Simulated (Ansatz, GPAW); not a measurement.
# A 7-layer slab of Ba(110): work function by functional and basis, part 2 of 3

Aim: the work function of both faces of a 7-layer slab of Ba(110), and its spread over functionals and bases.

GPAW 26.7.0 and Ansatz 0.2.0; Ansatz plane waves; slab in vacuum with a dipole correction, relaxation (the session's first sound run).

So far, upper work function (eV): step 2 (relaxation) 2.43.

## 3. Plane waves, PBE

The work function is the vacuum plateau of the electrostatic potential less the Fermi level; a dipole layer lets the two faces have plateaus of their own.

This step: GPAW, PAW setups; slab in vacuum (GPAW 26.7.0).

run.py

```python
import json
import numpy as np
from ase import Atoms
from gpaw import GPAW, PW

slab = Atoms(
    ['Ba', 'Ba', 'Ba', 'Ba', 'Ba', 'Ba', 'Ba'],
    positions=[
        [0.00000, 0.00000, 8.00000],
        [3.54968, 0.00000, 11.54968],
        [0.00000, 0.00000, 15.09935],
        [3.54968, 0.00000, 18.65242],
        [0.00000, 0.00000, 22.20546],
        [3.54968, 0.00000, 25.76897],
        [0.00000, 0.00000, 29.23789]],
    cell=[[3.54968, -2.51, 0.0], [3.54968, 2.51, 0.0], [0.0, 0.0, 37.29806]],
    pbc=[True, True, False])

slab.calc = GPAW(mode=PW(400), xc='PBE', kpts={'size': (8, 8, 1), 'gamma': True},
                 occupations={'name': 'fermi-dirac', 'width': 0.1}, nbands='160%',
                 convergence={'density': 1e-05}, maxiter=200,
                 poissonsolver={'dipolelayer': 'xy'},
                 symmetry={'tolerance': 1e-3}, txt='slab.txt')
result = {}
energy = slab.get_potential_energy()
fermi = slab.calc.get_fermi_level()
v = slab.calc.get_electrostatic_potential().mean((0, 1)) - fermi
n = slab.calc.get_pseudo_density().mean((0, 1))
L = slab.cell[2, 2]
z = np.arange(len(v)) * L / len(v)
low, high = slab.positions[:, 2].min(), slab.positions[:, 2].max()
below, above = np.interp([low - 5.8, high + 5.8], z, v)
slopes = [np.interp(x, z, np.gradient(v, z)) for x in (low - 5.8, high + 5.8)]
eps = np.array([[slab.calc.get_eigenvalues(k, s) for k in range(len(slab.calc.get_ibz_k_points()))]
                for s in range(slab.calc.get_number_of_spins())]) - fermi
top, bottom = eps[eps < 0].max(), eps[eps > 0].min()
dipole = slab.get_dipole_moment()[2]
print(f'energy {energy:.4f} eV, Fermi level {fermi:.4f} eV, dipole {dipole:.5f} e A')
print(f'potential 5.8 A off the faces, from the Fermi level: lower {below:.4f} eV, upper {above:.4f} eV')
print(f'slope of the potential there: lower {slopes[0]:.5f}, upper {slopes[1]:.5f} eV/A')
print(f'nearest levels on the mesh: {top:.4f} and {bottom:.4f} eV')
print('magnetic moment', round(slab.get_magnetic_moment(), 3))
result.update(energy=energy, fermi=fermi, dipole=dipole, below=below, above=above, slopes=slopes, edges=[top, bottom],
              z=z.tolist(), v=v.tolist(), n=n.tolist(), positions=slab.positions.tolist(),
              forces=slab.get_forces(apply_constraint=False).tolist(), moments=slab.get_magnetic_moments().tolist())
json.dump(result, open('result.json', 'w'))
```

Started as:

```bash
OMP_NUM_THREADS=1 OPENBLAS_NUM_THREADS=1 python run.py
```

Log:

```text
energy -12.3723 eV, Fermi level 2.6048 eV, dipole 0.00074 e A
potential 5.8 A off the faces, from the Fermi level: lower 2.4385 eV, upper 2.4310 eV
slope of the potential there: lower -0.00181, upper 0.00182 eV/A
nearest levels on the mesh: -0.0204 and 0.0334 eV
magnetic moment 0.0
```

Wall time 20 min (1 thread of Arm Neoverse V1, shared host); peak memory 0.56 GiB.

This step gave:

| Item | Value |
| --- | --- |
| dipole along the normal | 7.43e-4 e·Å |
| levels nearest the Fermi level on the mesh | -0.02040, 0.03337 eV from the Fermi level |
| upper work function | 2.431 eV |

The electrostatic potential energy of an electron (without an applied field's), less the Fermi level, planar mean oscillates, so the rows of the table below give means over windows of 3.52 Å about each position, cut where the curve ends. Its maxima inside the range that stand out by 2 % of the span (Å: eV): 9.8: 1.47, 13.3: 1.41, 16.8: 1.44, 20.4: 1.43, 24.0: 1.43, 27.5: 1.33. Its minima: 8.0: -18.2, 11.6: -17.8, 15.1: -18.0, 18.6: -18.0, 22.2: -18.0, 25.8: -18.0, 29.2: -18.1.

Electrostatic potential energy of an electron (without an applied field's), less the Fermi level, planar mean against z; means over each step:

z (Å), electrostatic potential energy of an electron (without an applied field's), less the Fermi level, planar mean (eV) and a bar from the least value:
```
     1.76        2.4 ##############################
     5.28        1.7 ###########################
     8.80       -5.1 
    12.32       -5.0 
    15.84       -5.0 
    19.36       -5.0 
    22.88       -5.1 
    26.40       -5.1 
    29.92       -5.1 
    33.44        2.4 ##############################
    36.96        2.4 ##############################
```

The pseudo valence density, planar mean oscillates, so the rows of the table below give means over windows of 1 Å about each position, cut where the curve ends. Its maxima inside the range that stand out by 2 % of the span (Å: e/Å³): 7.7: 0.294, 8.3: 0.292, 11.1: 0.290, 11.9: 0.295, 14.7: 0.295, 15.6: 0.291, 18.3: 0.291, 19.0: 0.290, 21.7: 0.290, 22.6: 0.295, 25.4: 0.295, 26.2: 0.293, 28.8: 0.292, 29.6: 0.297. Its minima: 8.1: 0.249, 9.8: 0.0413, 11.5: 0.239, 13.4: 0.0411, 15.1: 0.239, 16.8: 0.0407, 18.8: 0.247, 20.5: 0.0407, 22.2: 0.239, 24.1: 0.0405, 25.8: 0.238, 27.5: 0.0437, 29.2: 0.242.

Table of pseudo valence density, planar mean by z; means over each step:

| z (Å) | pseudo valence density, planar mean (e/Å³) |
| --- | --- |
| 2 | 1.5e-5 |
| 3 | 9.4e-5 |
| 4 | 5.4e-4 |
| 5 | 0.00276 |
| 6 | 0.0131 |
| 7 | 0.127 |
| 8 | 0.272 |
| 9 | 0.134 |
| 10 | 0.0549 |
| 11 | 0.226 |
| 12 | 0.239 |
| 13 | 0.0614 |
| 14 | 0.112 |
| 15 | 0.269 |
| 16 | 0.157 |
| 17 | 0.0496 |
| 18 | 0.209 |
| 19 | 0.250 |
| 20 | 0.0723 |
| 21 | 0.0920 |
| 22 | 0.263 |
| 23 | 0.180 |
| 24 | 0.0468 |
| 25 | 0.186 |
| 26 | 0.260 |
| 27 | 0.0907 |
| 28 | 0.0888 |
| 29 | 0.262 |
| 30 | 0.185 |
| 31 | 0.0204 |
| 32 | 0.00393 |
| 33 | 8.0e-4 |
| 34 | 1.4e-4 |
| 35 | 2.3e-5 |

Force by atom:

| atom | x (eV/Å) | y (eV/Å) | z (eV/Å) | size |
| --- | --- | --- | --- | --- |
| Ba1 | 0.0000 | 0.0000 | 0.0503 | 0.0503 |
| Ba2 | 0.0000 | 0.0000 | -0.0651 | 0.0651 |
| Ba3 | 0.0000 | 0.0000 | 0.0112 | 0.0112 |
| Ba4 | 0.0000 | 0.0000 | -0.0002 | 0.0002 |
| Ba5 | 0.0000 | 0.0000 | -0.0012 | 0.0012 |
| Ba6 | 0.0000 | 0.0000 | -0.0037 | 0.0037 |
| Ba7 | 0.0000 | 0.0000 | 0.0077 | 0.0077 |

The potential is flat to 0.002 eV/Å where it is read, so the vacuum is wide enough. The geometry is the other program's minimum; here the largest force on a free atom is 0.0077 eV/Å.

## 4. Self-consistent run: xc = "revPBE"

The same geometry under revPBE, to see how far the functional moves the levels against the vacuum.

Edit run.py of step 3 so:

```diff
@@ -18,3 +18,3 @@
 
-slab.calc = GPAW(mode=PW(400), xc='PBE', kpts={'size': (8, 8, 1), 'gamma': True},
+slab.calc = GPAW(mode=PW(400), xc='revPBE', kpts={'size': (8, 8, 1), 'gamma': True},
                  occupations={'name': 'fermi-dirac', 'width': 0.1}, nbands='160%',
```

Log:

```text
energy -11.0683 eV, Fermi level 2.6907 eV, dipole 0.00086 e A
potential 5.8 A off the faces, from the Fermi level: lower 2.3429 eV, upper 2.3342 eV
slope of the potential there: lower -0.00206, upper 0.00206 eV/A
nearest levels on the mesh: -0.0240 and 0.0285 eV
magnetic moment 0.0
```

Elapsed: 26 min, on 1 thread; peak memory 0.56 GiB.

Numbers from this step:

| Property | Result |
| --- | --- |
| dipole along the normal | 8.60e-4 e·Å |
| levels nearest the Fermi level on the mesh | -0.02399, 0.02849 eV from the Fermi level |
| upper work function | 2.334 eV |
| lower work function | 2.343 eV |

The electrostatic potential energy of an electron (without an applied field's), less the Fermi level, planar mean oscillates, so the rows of the table below give means over windows of 3.52 Å about each position, cut where the curve ends. Its maxima inside the range that stand out by 2 % of the span (Å: eV): 9.8: 1.39, 13.3: 1.33, 16.8: 1.36, 20.4: 1.35, 24.0: 1.35, 27.5: 1.25. Its minima: 8.0: -18.3, 11.6: -17.9, 15.1: -18.1, 18.6: -18.1, 22.2: -18.0, 25.8: -18.1, 29.2: -18.1.

Table of electrostatic potential energy of an electron (without an applied field's), less the Fermi level, planar mean by z; means over each step:

z (Å), electrostatic potential energy of an electron (without an applied field's), less the Fermi level, planar mean (eV) and a bar from the least value:
```
     1.76        2.3 ##############################
     5.28        1.6 ###########################
     8.80       -5.2 
    12.32       -5.1 
    15.84       -5.1 
    19.36       -5.1 
    22.88       -5.1 
    26.40       -5.2 
    29.92       -5.2 
    33.44        2.3 ##############################
    36.96        2.3 ##############################
```

The pseudo valence density, planar mean oscillates, so the rows of the table below give means over windows of 2 Å about each position, cut where the curve ends. Its maxima inside the range that stand out by 2 % of the span (Å: e/Å³): 7.7: 0.294, 8.3: 0.292, 11.1: 0.290, 11.9: 0.295, 14.7: 0.295, 15.6: 0.291, 18.3: 0.291, 19.0: 0.290, 21.7: 0.290, 22.6: 0.295, 25.4: 0.295, 26.2: 0.293, 28.8: 0.292, 29.6: 0.297. Its minima: 8.1: 0.249, 9.8: 0.0413, 11.5: 0.239, 13.4: 0.0411, 15.1: 0.239, 16.8: 0.0407, 18.8: 0.247, 20.5: 0.0407, 22.2: 0.239, 24.1: 0.0405, 25.8: 0.238, 27.5: 0.0437, 29.2: 0.242.

Pseudo valence density, planar mean against z; means over each step:

z (Å), pseudo valence density, planar mean (e/Å³) and a bar:
```
        2      0.000 
        4      0.001 
        6      0.022 ###
        8      0.234 ##############################
       10      0.091 ############
       12      0.207 ###########################
       14      0.135 #################
       16      0.155 ####################
       18      0.183 ########################
       20      0.109 ##############
       22      0.228 #############################
       24      0.080 ##########
       26      0.226 #############################
       28      0.123 ################
       30      0.165 #####################
       32      0.005 #
       34      0.000 
       36      0.000
```

Force by atom:

| atom | x (eV/Å) | y (eV/Å) | z (eV/Å) | size |
| --- | --- | --- | --- | --- |
| Ba1 | 0.0000 | 0.0000 | -0.0054 | 0.0054 |
| Ba2 | 0.0000 | 0.0000 | -0.0664 | 0.0664 |
| Ba3 | 0.0000 | 0.0000 | 0.0117 | 0.0117 |
| Ba4 | 0.0000 | 0.0000 | 0.0002 | 0.0002 |
| Ba5 | 0.0000 | 0.0000 | -0.0008 | 0.0008 |
| Ba6 | 0.0000 | 0.0000 | -0.0052 | 0.0052 |
| Ba7 | 0.0000 | 0.0000 | 0.0663 | 0.0663 |

The upper face's work function is 2.334 eV, against 2.431 eV in the first plane-wave PBE run at this geometry.

## 5. Self-consistent run: xc = "LDA"

The same geometry under LDA, to see how far the functional moves the levels against the vacuum.

Edit run.py of step 4 so:

```diff
@@ -18,3 +18,3 @@
 
-slab.calc = GPAW(mode=PW(400), xc='revPBE', kpts={'size': (8, 8, 1), 'gamma': True},
+slab.calc = GPAW(mode=PW(400), xc='LDA', kpts={'size': (8, 8, 1), 'gamma': True},
                  occupations={'name': 'fermi-dirac', 'width': 0.1}, nbands='160%',
```

Log:

```text
energy -14.4171 eV, Fermi level 2.3947 eV, dipole 0.00044 e A
potential 5.8 A off the faces, from the Fermi level: lower 2.5999 eV, upper 2.5955 eV
slope of the potential there: lower -0.00146, upper 0.00147 eV/A
nearest levels on the mesh: -0.0179 and 0.0442 eV
magnetic moment 0.0
```

The job ended after 21 min (1 thread; peak memory 0.56 GiB).

Numbers from this step:

| Property | Result |
| --- | --- |
| dipole along the normal | 4.42e-4 e·Å |
| levels nearest the Fermi level on the mesh | -0.01787, 0.04420 eV from the Fermi level |
| upper work function | 2.595 eV |
| lower work function | 2.600 eV |

The upper face's work function is 2.595 eV, against 2.431 eV in the first plane-wave PBE run at this geometry.

## 6. Self-consistent run: xc = "RPBE"

The same geometry under RPBE, to see how far the functional moves the levels against the vacuum.

Edit run.py of step 5 so:

```diff
@@ -18,3 +18,3 @@
 
-slab.calc = GPAW(mode=PW(400), xc='LDA', kpts={'size': (8, 8, 1), 'gamma': True},
+slab.calc = GPAW(mode=PW(400), xc='RPBE', kpts={'size': (8, 8, 1), 'gamma': True},
                  occupations={'name': 'fermi-dirac', 'width': 0.1}, nbands='160%',
```

Log:

```text
energy -10.8454 eV, Fermi level 2.7119 eV, dipole 0.00092 e A
potential 5.8 A off the faces, from the Fermi level: lower 2.3383 eV, upper 2.3290 eV
slope of the potential there: lower -0.00220, upper 0.00220 eV/A
nearest levels on the mesh: -0.0251 and 0.0273 eV
magnetic moment 0.0
```

Elapsed: 22 min, on 1 thread; peak memory 0.56 GiB.

Numbers from this step:

| Quantity | Value |
| --- | --- |
| dipole along the normal | 9.22e-4 e·Å |
| levels nearest the Fermi level on the mesh | -0.02510, 0.02734 eV from the Fermi level |
| upper work function | 2.329 eV |
| lower work function | 2.338 eV |

The electrostatic potential energy of an electron (without an applied field's), less the Fermi level, planar mean by z:

z (Å), electrostatic potential energy of an electron (without an applied field's), less the Fermi level, planar mean (eV) and a bar from the least value:
```
        0        2.3 ##############################
        1        2.3 ##############################
        2        2.3 ##############################
        3        2.3 ##############################
        4        2.3 ##############################
        5        2.2 ##############################
        6        1.5 #############################
        7       -2.0 ########################
        8      -18.3 
        9       -1.4 #########################
       10        1.1 ############################
       11       -7.8 ###############
       12      -10.1 ############
       13        0.9 ############################
       14       -0.6 ##########################
       15      -17.5 #
       16       -2.4 #######################
       17        1.3 ############################
       18       -5.7 ##################
       19      -12.6 ########
       20        0.6 ###########################
       21        0.0 ###########################
       22      -15.7 ####
       23       -3.5 #####################
       24        1.3 #############################
       25       -3.9 #####################
       26      -15.4 ####
       27        0.2 ###########################
       28        0.1 ###########################
       29      -15.3 ####
       30       -4.5 ####################
       31        1.1 ############################
       32        2.1 ##############################
       33        2.3 ##############################
       34        2.3 ##############################
       35        2.3 ##############################
       36        2.3 ##############################
       37        2.3 ##############################
```

The upper face's work function is 2.329 eV, against 2.431 eV in the first plane-wave PBE run at this geometry.

## 7. OptPBE vdW: xc = "optPBE-vdW"

The same geometry under optPBE-vdW, to see how far the functional moves the levels against the vacuum (the van der Waals functionals take revPBE setups).

Edit run.py of step 6 so:

```diff
@@ -18,3 +18,3 @@
 
-slab.calc = GPAW(mode=PW(400), xc='RPBE', kpts={'size': (8, 8, 1), 'gamma': True},
+slab.calc = GPAW(mode=PW(400), xc='optPBE-vdW', kpts={'size': (8, 8, 1), 'gamma': True},
                  occupations={'name': 'fermi-dirac', 'width': 0.1}, nbands='160%',
```

Log:

```text
energy -116.0987 eV, Fermi level 2.5303 eV, dipole 0.00055 e A
potential 5.8 A off the faces, from the Fermi level: lower 2.6237 eV, upper 2.6182 eV
slope of the potential there: lower -0.00342, upper 0.00343 eV/A
nearest levels on the mesh: -0.0178 and 0.0229 eV
magnetic moment 0.0
```

Elapsed: 25 min, on 1 thread; peak memory 0.93 GiB.

Numbers from this step:

```yaml
dipole_along_the_normal: 5.46e-4 e·Å
levels_nearest_the_fermi_level_on_the_mesh: -0.01781, 0.02294 eV from the Fermi level
upper_work_function: 2.618 eV
lower_work_function: 2.624 eV
```

The electrostatic potential energy of an electron (without an applied field's), less the Fermi level, planar mean by z:

| z (Å) | electrostatic potential energy of an electron (without an applied field's), less the Fermi level, planar mean (eV) |
| --- | --- |
| 0 | 2.62 |
| 1 | 2.63 |
| 2 | 2.62 |
| 3 | 2.62 |
| 4 | 2.58 |
| 5 | 2.43 |
| 6 | 1.71 |
| 7 | -1.84 |
| 8 | -18.1 |
| 9 | -1.24 |
| 10 | 1.27 |
| 11 | -7.64 |
| 12 | -9.99 |
| 13 | 0.995 |
| 14 | -0.482 |
| 15 | -17.4 |
| 16 | -2.23 |
| 17 | 1.40 |
| 18 | -5.61 |
| 19 | -12.5 |
| 20 | 0.757 |
| 21 | 0.167 |
| 22 | -15.6 |
| 23 | -3.40 |
| 24 | 1.45 |
| 25 | -3.80 |
| 26 | -15.2 |
| 27 | 0.300 |
| 28 | 0.242 |
| 29 | -15.2 |
| 30 | -4.32 |
| 31 | 1.33 |
| 32 | 2.33 |
| 33 | 2.56 |
| 34 | 2.61 |
| 35 | 2.62 |
| 36 | 2.62 |
| 37 | 2.62 |

The upper face's work function is 2.618 eV, against 2.431 eV in the first plane-wave PBE run at this geometry.

## 8. Self-consistent run: xc = "vdW-DF2"

The same geometry under vdW-DF2, to see how far the functional moves the levels against the vacuum (the van der Waals functionals take revPBE setups).

Edit run.py of step 7 so:

```diff
@@ -18,3 +18,3 @@
 
-slab.calc = GPAW(mode=PW(400), xc='optPBE-vdW', kpts={'size': (8, 8, 1), 'gamma': True},
+slab.calc = GPAW(mode=PW(400), xc='vdW-DF2', kpts={'size': (8, 8, 1), 'gamma': True},
                  occupations={'name': 'fermi-dirac', 'width': 0.1}, nbands='160%',
```

Log:

```text
energy -789.4047 eV, Fermi level 2.5090 eV, dipole 0.00022 e A
potential 5.8 A off the faces, from the Fermi level: lower 2.7700 eV, upper 2.7677 eV
slope of the potential there: lower -0.00422, upper 0.00425 eV/A
nearest levels on the mesh: -0.0093 and 0.0222 eV
magnetic moment 0.0
```

The job ended after 50 min (1 thread; peak memory 0.93 GiB).

This step gave:

| Item | Value |
| --- | --- |
| dipole along the normal | 2.22e-4 e·Å |
| levels nearest the Fermi level on the mesh | -0.009293, 0.02219 eV from the Fermi level |
| upper work function | 2.768 eV |
| lower work function | 2.770 eV |

The upper face's work function is 2.768 eV, against 2.431 eV in the first plane-wave PBE run at this geometry.

## 9. Real-space grid: mode = "fd"

A real-space grid is a second complete basis, so it checks the plane-wave result.

Edit run.py of step 8 so:

```diff
@@ -3,3 +3,3 @@
 from ase import Atoms
-from gpaw import GPAW, PW
+from gpaw import GPAW
 
@@ -18,3 +18,3 @@
 
-slab.calc = GPAW(mode=PW(400), xc='vdW-DF2', kpts={'size': (8, 8, 1), 'gamma': True},
+slab.calc = GPAW(mode='fd', h=0.18, xc='PBE', kpts={'size': (8, 8, 1), 'gamma': True},
                  occupations={'name': 'fermi-dirac', 'width': 0.1}, nbands='160%',
```

Log:

```text
energy -12.3886 eV, Fermi level -2.4337 eV, dipole 0.00071 e A
potential 5.8 A off the faces, from the Fermi level: lower 2.4366 eV, upper 2.4294 eV
slope of the potential there: lower -0.00155, upper 0.00156 eV/A
nearest levels on the mesh: -0.0205 and 0.0334 eV
magnetic moment 0.0
```

The job ended after 2.2 h (1 thread; peak memory 3.2 GiB).

This step gave:

```
dipole along the normal                    : 7.12e-4 e·Å
levels nearest the Fermi level on the mesh : -0.02050, 0.03344 eV from the Fermi level
upper work function                        : 2.429 eV
lower work function                        : 2.437 eV
```

The upper face's work function is 2.429 eV, against 2.431 eV in the first plane-wave PBE run at this geometry.

## 10. Atomic orbitals: mode = "lcao"

Atom-centred orbitals end a few angstrom from the surface, which tests how much the density's tail matters.

Edit run.py of step 9 so:

```diff
@@ -18,4 +18,4 @@
 
-slab.calc = GPAW(mode='fd', h=0.18, xc='PBE', kpts={'size': (8, 8, 1), 'gamma': True},
-                 occupations={'name': 'fermi-dirac', 'width': 0.1}, nbands='160%',
+slab.calc = GPAW(mode='lcao', basis='dzp', h=0.18, xc='PBE', kpts={'size': (8, 8, 1), 'gamma': True},
+                 occupations={'name': 'fermi-dirac', 'width': 0.1}, nbands='120%',
                  convergence={'density': 1e-05}, maxiter=200,
```

Log:

```text
energy -11.9362 eV, Fermi level -2.4161 eV, dipole 0.00081 e A
potential 5.8 A off the faces, from the Fermi level: lower 2.4201 eV, upper 2.4119 eV
slope of the potential there: lower -0.00025, upper 0.00025 eV/A
nearest levels on the mesh: -0.0198 and 0.0336 eV
magnetic moment 0.0
```

It took 1.8 h on 1 thread; peak memory 0.88 GiB.

This step gave:

```
dipole along the normal                    : 8.07e-4 e·Å
levels nearest the Fermi level on the mesh : -0.01985, 0.03361 eV from the Fermi level
upper work function                        : 2.412 eV
lower work function                        : 2.420 eV
```

The upper face's work function is 2.412 eV, against 2.431 eV in the first plane-wave PBE run at this geometry.

## 11. All levels side by side

Times are for 1 thread of Arm Neoverse V1, shared host. The series side by side:

| no. | run | upper work function (eV) | lower work function (eV) | time | memory (GiB) |
| --- | --- | --- | --- | --- | --- |
| 1 | pw | 2.431 | 2.439 | 20 min | 0.56 |
| 2 | revPBE | 2.334 | 2.343 | 26 min | 0.56 |
| 3 | LDA | 2.595 | 2.600 | 21 min | 0.56 |
| 4 | RPBE | 2.329 | 2.338 | 22 min | 0.56 |
| 5 | optPBE vdW | 2.618 | 2.624 | 25 min | 0.93 |
| 6 | vdW DF2 | 2.768 | 2.770 | 50 min | 0.93 |
| 7 | fd | 2.429 | 2.437 | 2.2 h | 3.2 |
| 8 | lcao | 2.412 | 2.420 | 1.8 h | 0.88 |

[end of part 2 of 3]

[Logs are printed without paths, hosts, clocks, repeated set-up lines and the standing remarks that a program may print on its own settings, such as how far it seeks lower states.]

[Hosts, paths, dates, database ids (printed as entryN), source tags and the programs' standing remarks are cut or masked in the printed files.]
